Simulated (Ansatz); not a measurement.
# Core levels in a random alloy: Mg3Sc (Sc on 25 % of the Mg sites, one arrangement), part 4 of 4

Aim: core-level shifts of both metals in Mg3Sc (Sc on 25 % of the Mg sites, one arrangement), site by site.

Ansatz 0.2.0; DFT, r2SCAN, plane-wave PAW, default files, scalar-relativistic.

So far. Step 3 (Valence states): The largest force component on a free atom is 0.003 eV/Å, so the atoms are at rest for these settings too. At the Fermi level the DOS is 13.87 states/eV a cell.

**5. The pure metal: Mg**

System of this step: Mg. Symmetry: P6_3/mmc, No. 194, hexagonal system. Conventional cell: a = 3.190 Å, b = 3.190 Å, c = 5.190 Å, α = 90.00°, β = 90.00°, γ = 120.00°. Nearest to Mg lie 12 Mg at 3.18 to 3.19 Å.

Shifts are quoted against the pure metal, so it gets the same hole in a cell of like size.

The input, input.yaml:

```yaml
crystal:
  lattice:
    - [-4.785, 2.7626210381, 5.19]
    - [-4.785, 2.7626210381, -5.19]
    - [-3.19, -5.5252420761, 5.19]
  atoms:
    - { symbol: Mg_h, position: [0.875, 0.625, 0.75] }
    - { symbol: Mg, position: [0.375, 0.125, 0.75] }
    - { symbol: Mg, position: [0.25, 0.75, 0.5] }
    - { symbol: Mg, position: [0.75, 0.25, 0.5] }
    - { symbol: Mg, position: [0.625, 0.875, 0.25] }
    - { symbol: Mg, position: [0.125, 0.375, 0.25] }
    - { symbol: Mg, position: [0.5, 0.5, 0.0] }
    - { symbol: Mg, position: [0.0, 0.0, 0.0] }
    - { symbol: Mg, position: [0.3333333333, 0.3333333333, 0.5] }
    - { symbol: Mg, position: [0.8333333333, 0.8333333333, 0.5] }
    - { symbol: Mg, position: [0.7083333333, 0.4583333333, 0.25] }
    - { symbol: Mg, position: [0.2083333333, 0.9583333333, 0.25] }
    - { symbol: Mg, position: [0.0833333333, 0.5833333333, 0.0] }
    - { symbol: Mg, position: [0.5833333333, 0.0833333333, 0.0] }
    - { symbol: Mg, position: [0.9583333333, 0.2083333333, 0.75] }
    - { symbol: Mg, position: [0.4583333333, 0.7083333333, 0.75] }
kpoints:
  mp_grid: { grid: [4, 4, 4] }
scf:
  occupations: { method: fermi_dirac, width: 0.08 }
  n_extra_bands: 19
hamiltonian:
  xc: r2scan
  pseudopotentials: { kind: paw }
output:
  forces: true
  dos:
    projected: true
    de: 0.05
    e_range: [-30, 12]
    method: { smearing: { sigma: 0.1, scheme: gaussian } }
  core_levels:
    shells: { Mg_h: "2p" }
    counted_from: fermi_level
    add_spin: false
```

The run is started by

```bash
> ansatz run input.yaml --threads 4 --pin off --max-ram 14336MiB --backend cpu --events-out ev --progress --plain --runs-dir out
```

Numbers of over 12 decimals in the logs are rounded to 6 here.

Output:

```text
[...]
Crystal: 16 atoms, lattice volume = 365.906 Å³
Basis set: ecut = 500 eV, 9257 PW (Γ), exchange–correlation on 240×240×240 points (64 copies of the dense FFT grid, shifted against one another)
Bands: 99, of which v1, the nominal top of the filled ones, is band 80 counted from 1 (79 counted from 0)
Symmetry: 4 space group operations
[...]
k-points: 18 of 64 (time reversal used)
[...]
SCF iter   1: F=—  HF=-30822.486755 eV  |F-HF|=—  |Δ(HF+E_count)|=         —  Δρ=7.36e-3  dr2=6.43e-2  dr2_τ=5.02e-3  ethr=1.77e-3  ⟨swp⟩=8.8  Hψ=7487  notcnv=0  defer=22
[...]
SCF iter   7: F=-30822.555747 eV  HF=-30822.555747 eV  |F-HF|=1.67e-9  |Δ(HF+E_count)|=   3.83e-8  Δρ=1.13e-6  dr2=6.48e-9  dr2_τ=1.00e-10  ethr=3.40e-11  ⟨swp⟩=1.1  Hψ=5016  notcnv=0
SCF 1 converged in 7 iterations: F = -30822.555747 eV  dr2 = 6.48e-9
[...]
── core hole 1/1: 2p of Mg_h 0 ──
── 2p of Mg_h 0: 51.114 eV over the cell without the hole, in 8 iterations ──
SCF converged after 7 iterations
Free energy (F): -30822.555747 eV
[...]
Internal energy: -30822.425651 eV  (E = F + TS)
E sigma→0 (E₀):  -30822.490699 eV
Entropy (-TS):   -0.130096 eV (-8.131 meV/atom)
Fermi energy:    5.700783 eV
[...]
--- Forces (eV/Å), atoms counted from 1 ---
  atom   1  Mg_h    -0.00586016     0.00338336     0.00000000
  atom   2  Mg      -0.00586019     0.00338338     0.00000000
  atom   3  Mg      -0.00586014     0.00338333    -0.00000000
  atom   4  Mg      -0.00586012     0.00338330     0.00000000
  atom   5  Mg      -0.00586015     0.00338339    -0.00000000
  atom   6  Mg      -0.00586018     0.00338334    -0.00000000
  atom   7  Mg      -0.00586008     0.00338336     0.00000000
  atom   8  Mg      -0.00586011     0.00338336    -0.00000000
  atom   9  Mg       0.00586015    -0.00338338     0.00000001
  atom  10  Mg       0.00586015    -0.00338338    -0.00000001
  atom  11  Mg       0.00586013    -0.00338335     0.00000000
  atom  12  Mg       0.00586013    -0.00338335     0.00000000
  atom  13  Mg       0.00586017    -0.00338335     0.00000001
  atom  14  Mg       0.00586017    -0.00338335    -0.00000001
  atom  15  Mg       0.00586016    -0.00338337     0.00000001
  atom  16  Mg       0.00586016    -0.00338337    -0.00000001
  max |Σ_I F_I| component: 9.41e-8 eV/Å
--- Band table (eV; the first three rows and the last of 18) ---
  k-point 0: bands = [... 76 lower, 3.5052, 3.7767, 4.4882, 6.7347, 6.7347, 7.0399, 7.0399, 7.4265, ... 15 higher]
  k-point 1: bands = [... 76 lower, 4.0041, 4.2596, 4.7225, 5.4279, 5.5306, 5.8277, 6.4113, 7.0115, ... 15 higher]
  k-point 2: bands = [... 76 lower, 4.4490, 4.4490, 4.6871, 4.6871, 5.3196, 5.3196, 5.3196, 5.3196, ... 15 higher]
  k-point 17: bands = [... 76 lower, 5.3203, 5.3203, 5.9038, 5.9038, 5.9038, 5.9038, 6.4232, 6.4232, ... 15 higher]
[...]
the holes have no spin, as output.core_levels.add_spin types it
  atom         alike  shell      binding/eV   shift/eV difference/eV images/eV   SCF
  Mg_h 0           1     2p          51.114     +0.000        51.114         –     8
[...]
```

Elapsed: 1.7 min, on 4 threads of Intel Xeon at 2.50GHz (Skylake/Cascade Lake), shared host; peak memory 2 GiB; 6.4 min of CPU time.

Numbers from this step:

```
free energy                                    : -30822.5557 eV
energy at zero smearing                        : -30822.4907 eV
smearing term TS                               : 0.1301 eV
Fermi energy                                   : 5.701 eV
symmetry operations                            : 4
share of occupied states in no projected shell : 0.2877 of the occupied states in the window
DOS at the Fermi level                         : 6.745 states/eV/cell
```

Recipe: projected DOS times atomic cross section and asymmetry factor (linear light, 0° from the polarisation), occupied states only, Fermi edge at 20 K, a Lorentzian width of 0.2 eV growing by 0.05 eV per eV of binding energy, and a resolution of 0.6 eV. Curves are cut 10 eV under the photon energy, above any shell that the free atom's threshold puts out of reach, or at the lower edge of the window: 9.2 eV at 21.2 eV, 9.2 eV at 40.8 eV, 9.2 eV at 150 eV, 9.2 eV at 1486.7 eV and 9.2 eV at 8047.8 eV. Matrix elements of the solid and inelastic losses aren't modelled, nor non-dipole terms, which matter above 3 keV.

Share of each shell in the spectrum's area (%), by photon energy:

```
 shell  21.2 eV  40.8 eV  150 eV  1486.7 eV  8047.8 eV
 Mg 3s     96.5     86.4    86.3       98.3       99.8
Mg 3p*      3.5     13.6    13.7        1.7        0.2
```

Levels are total-energy differences with one electron taken from the core. The electron goes to the Fermi level, so the difference is a binding energy from E_F. The hole's nearest image is 7.6 Å away, and the holes carry no spin, so absolute levels are rough.

```
atom  region  shell  level (eV)  shift (eV)   j lines (eV)  doubts
 Mg1     Mg1     2p       51.11           -  51.29 / 51.02       -
```

Levels of p, d and f shells are means over their two j lines, weighted by degeneracy; the splitting comes from the atom's own solve. 

At the Fermi level the DOS is 6.74 states/eV a cell.

**6. Results**

| Quantity | Value |
| --- | --- |
| Mg 2p shift from the pure metal | -0.51 to -0.23 eV |
| spread of the Sc level over the listed sites | 0.08 eV |
| spread of the Mg level over the listed sites | 0.28 eV |
| strongest listed peak within 13 eV of the zero, at 1486.7 eV | 1.8 eV binding, mostly Mg 3s |
| strongest listed peak within 13 eV of the zero, at 21.2 eV | 0.1 eV binding, mostly Sc 3d |
| Sc 3d centre of the filled part | -1.14 eV (2.1 states an atom) |

**Reading.** Core shifts: Mg -0.51 to -0.23 eV. Among the sites run, the most bound Mg 2p level is that of Mg10, bonded to 9 Mg and 3 Sc; the least bound, 0.28 eV shallower, that of Mg12, bonded to 8 Mg and 4 Sc. At 21.2 eV the valence spectrum has its highest listed peak within 10.8 eV at 0.1 eV (Sc 3d). At 1486.7 eV the valence spectrum has its highest listed peaks within 13 eV at 0.2 eV (mixed, Sc 3d leading), 1.8 eV (Mg 3s), 2.3 eV (Mg 3s), 2.8 eV (Mg 3s) and 4.0 eV (Mg 3s). The shell named is the one with most of the intensity, cross sections included, not always the one with most states there. In the main run, from 1486.7 eV towards hard X-rays the Mg 3s share grows by 9 points, as its cross section falls more slowly with photon energy than those of the shells it gains on. Shifts mix charge transfer, volume and screening, so their sign doesn't give the direction of charge flow by itself.

[Logs are printed without paths, hosts, clocks, repeated set-up lines and the standing remarks that a program may print on its own settings, such as how far it seeks lower states.]

[Hosts, paths, dates, database ids (printed as entryN), source tags and the programs' standing remarks are cut or masked in the printed files.]

[Maps of the electrostatic potential energy from Ansatz leave out the sawtooth potential of an applied field or a dipole correction, so their vacuum need not be flat; work functions include it.]
